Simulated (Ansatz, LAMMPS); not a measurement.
# Charge trapping in glassy 62GeO2-38BaO (mol %) (76 atoms): runs compared

Aim: add and remove one electron in glassy 62GeO2-38BaO (mol %) (76 atoms), with atoms held and relaxed, and read trapping energy and localisation.

Computed with Ansatz 0.2.0: Kohn-Sham DFT, LDA, PAW (set soft_1), plane waves.

## Step 1: The cell as built

The cell holds 76 atoms: 18 Ge, 11 Ba and 47 O. Cell: a = 10.830 Å, b = 10.830 Å, c = 10.830 Å, α = 90.0°, β = 90.0°, γ = 90.0°. 76 atoms (18 Ge, 11 Ba, 47 O) placed at random at 4.59 g/cm³, melted at 4000 K for 10 ps at fixed volume with the Morse and Coulomb pair potential with partial charges (Pedone, Malavasi, Menziani, Cormack and Segre, J. Phys. Chem. B 110, 11780 (2006)). Quenched from 4000 K to 300 K at 20 K/ps and fixed volume, held 10 ps at zero pressure, then minimised at fixed cell.

What the set-up can't give: The quench rate of 20 K/ps is many orders above laboratory rates, so the cell is likely richer in defects and strain than a real sample. The starting topology of bonds comes from the classical model, and needn't be the one that DFT or experiment would give. Sampling is at Γ alone, for a cell whose shortest periodic width is 11 Å. The levels lack spin–orbit coupling, which is large for the heavy elements here.

## Step 2: The reference run

The reference is a single point at the end of the relaxation.

The charged cells start from the geometry of this run, on a uniform background, with spin and a narrow Fermi–Dirac smearing.

Its input, with most atom lines left out:

```yaml
crystal:
  lattice:
    - [10.82987, 0.0, 0.0]
    - [0.0, 10.82987, 0.0]
    - [0.0, 0.0, 10.82987]
  atoms:
    - { symbol: Ge, position: [0.85762, 0.76573, 0.76335] }
    - { symbol: Ge, position: [0.49189, 0.32301, 0.26899] }
    - { symbol: Ge, position: [0.35016, 0.84485, 0.27441] }
    - { symbol: Ge, position: [0.72384, 0.14977, 0.37805] }
    - { symbol: Ge, position: [0.37448, 0.24787, 0.54674] }
    - { symbol: Ge, position: [0.51031, 0.98797, 0.47762] }
    - { symbol: Ge, position: [0.39643, 0.76296, 0.83879] }
    [... atom lines 8 to 76 left out ...]
kpoints:
  mp_grid: { grid: [1, 1, 1] }
hamiltonian:
  xc: lda
  pseudopotentials: { kind: paw, azcp: { folder: soft_1 }, xc_functional: pbe }
scf:
  occupations: { method: fixed }
output:
  forces: true
  stress: true
  populations: true
  dos:
    method: { smearing: { sigma: 0.15 } }
    de: 0.1
    projected: { site_lists: { Ba: [Ba], Ge: [Ge], O: [O] } }
  eigenvalues: true
  write_density: true
  write_potential: true
  volumetric_format: npy
```

| Item | Value |
| --- | --- |
| free energy per atom | -2178.8702 eV/atom |
| r.m.s. force component | 0.00699 eV/Å |
| pressure | -2.966 GPa |

Filled and empty levels are parted by 2.31 eV (at Γ alone); a local or semilocal functional tends to put such gaps too low. In a disordered cell it changes from sample to sample, and tail or defect levels can set it.

## Step 3: The runs

Each row is one run, on 4 threads of Arm Neoverse V1, shared host. The free energy is the program's total, comparable only between runs with the same functional, potentials and atoms; between charge states it hangs on the program's zero of potential.

```
                                              run  atoms    outcome  ionic steps, all passes  free energy (eV)     time  host memory (GiB)
                        Single point at the start     76  converged                        -       -165586.506     24 s                1.5
                                       Relaxation     76  converged                       48       -165594.136  9.1 min                1.5
             Single point at the relaxed geometry     76  converged                        -       -165594.136     32 s                1.6
                    An extra electron, atoms held     76  converged                        -       -165586.582  1.8 min                2.7
                 An extra electron, atoms relaxed     76  converged                        5       -165586.620  3.8 min                2.6
An extra electron, levels at the relaxed geometry     76  converged                        -       -165586.620  1.7 min                2.7
          Neutral at the geometry of the electron     76  converged                        -       -165594.098     30 s                1.6
                        An extra hole, atoms held     76  converged                        -       -165599.129    2 min                2.7
                     An extra hole, atoms relaxed     76  converged                       12       -165599.638  6.5 min                2.7
    An extra hole, levels at the relaxed geometry     76  converged                        -       -165599.638     72 s                2.7
              Neutral at the geometry of the hole     76  converged                        -       -165592.833     45 s                1.6
```

Local excerpt of 8 atoms (numbers count through the whole input) about O46, which holds the most spin of the extra hole after relaxation; x, y, z are measured from there.

```
atom      x      y      z  distance (Å)  intrinsic-atomic-orbital charge (e)  moment (μB)
 O46   0.00   0.00   0.00          0.00                                -0.85         0.40
Ge11  -0.34   1.09   1.37          1.78                                 1.22         0.00
 O71  -1.76   1.47   0.16          2.30                                -0.99         0.39
Ba19  -0.61   0.46  -2.52          2.63                                 1.82         0.00
 O60   1.23   0.34   2.36          2.68                                -0.95         0.00
Ba22   0.31  -2.15   1.76          2.80                                 1.82         0.00
 O45   2.33  -1.59   0.23          2.83                                -1.03         0.05
 O63  -1.33   0.09   2.52          2.85                                -0.90         0.00
```

## Step 4: Energies and spread of the extra charge

Energies are differences within one cell and functional; the shift is the gain plus the neutral cell's energy at the new geometry, that is how much cheaper the vertical process becomes there. The spread is the participation number of the site moments (1/Σw², over the spin inside atomic spheres), with the atom that holds the largest share and the spin that the spheres hold in all.

```
 carrier  charged less neutral, atoms held (eV)  gain on relaxing (eV)  neutral cell at that geometry, less the reference (eV)  shift of the vertical energy (eV)       spread, atoms held         spread, relaxed
electron                                  7.554                  0.037                                                   0.038                              0.076   56; O70 3 % of 0.07 μB  54; O70 3 % of 0.13 μB
    hole                                 -4.992                  0.510                                                   1.303                              1.813  13; O46 14 % of 0.81 μB  2; O46 46 % of 0.87 μB
```

## Step 5: Outcome

The extra electron gains 0.037 eV as the atoms relax, and its spin stays on about 54 atoms: it stays spread out at this level. The cell with the electron keeps a moment of only 0.33 μB where one unpaired electron should give 1 μB: the carrier is shared between both spins, which can hide trapping. With the atoms held, the spheres hold only 0.07 of the 0.19 μB, so the spread is read from a small part of the spin. The extra hole gains 0.51 eV as the atoms relax, and its spin goes from about 13 to 2 atoms: the atoms trap it, with the largest share on O46. The O46–O71 distance goes from 2.75 to 2.30 Å. Adding the two vertical energies gives 2.56 eV, against a gap of 2.31 eV in the neutral cell. The zero of the potential cancels in this sum; the excess isn't taken apart here: charging of a small cell, filling of bands on a coarse mesh and the attraction to the background can all enter.

**Limits.** Single energies of charged cells hang on the program's zero of potential. In the spin-polarised runs the search for a state of lower energy was switched off. No distortion was seeded, so a trapped state behind a barrier can't be found. Local and local or semilocal functionals favour spread-out charges, so trapping can be missed. The pressure of -3.0 GPa shows the cell to be stretched for this functional. Charged cells carry a uniform background, with no correction for images.

The DFT runs together took 28 min of wall time.

[Logs are printed without paths, hosts, clocks, repeated set-up lines and the standing remarks that a program may print on its own settings, such as how far it seeks lower states.]

[Hosts, paths, dates, database ids (printed as entryN), source tags and the programs' standing remarks are cut or masked in the printed files.]
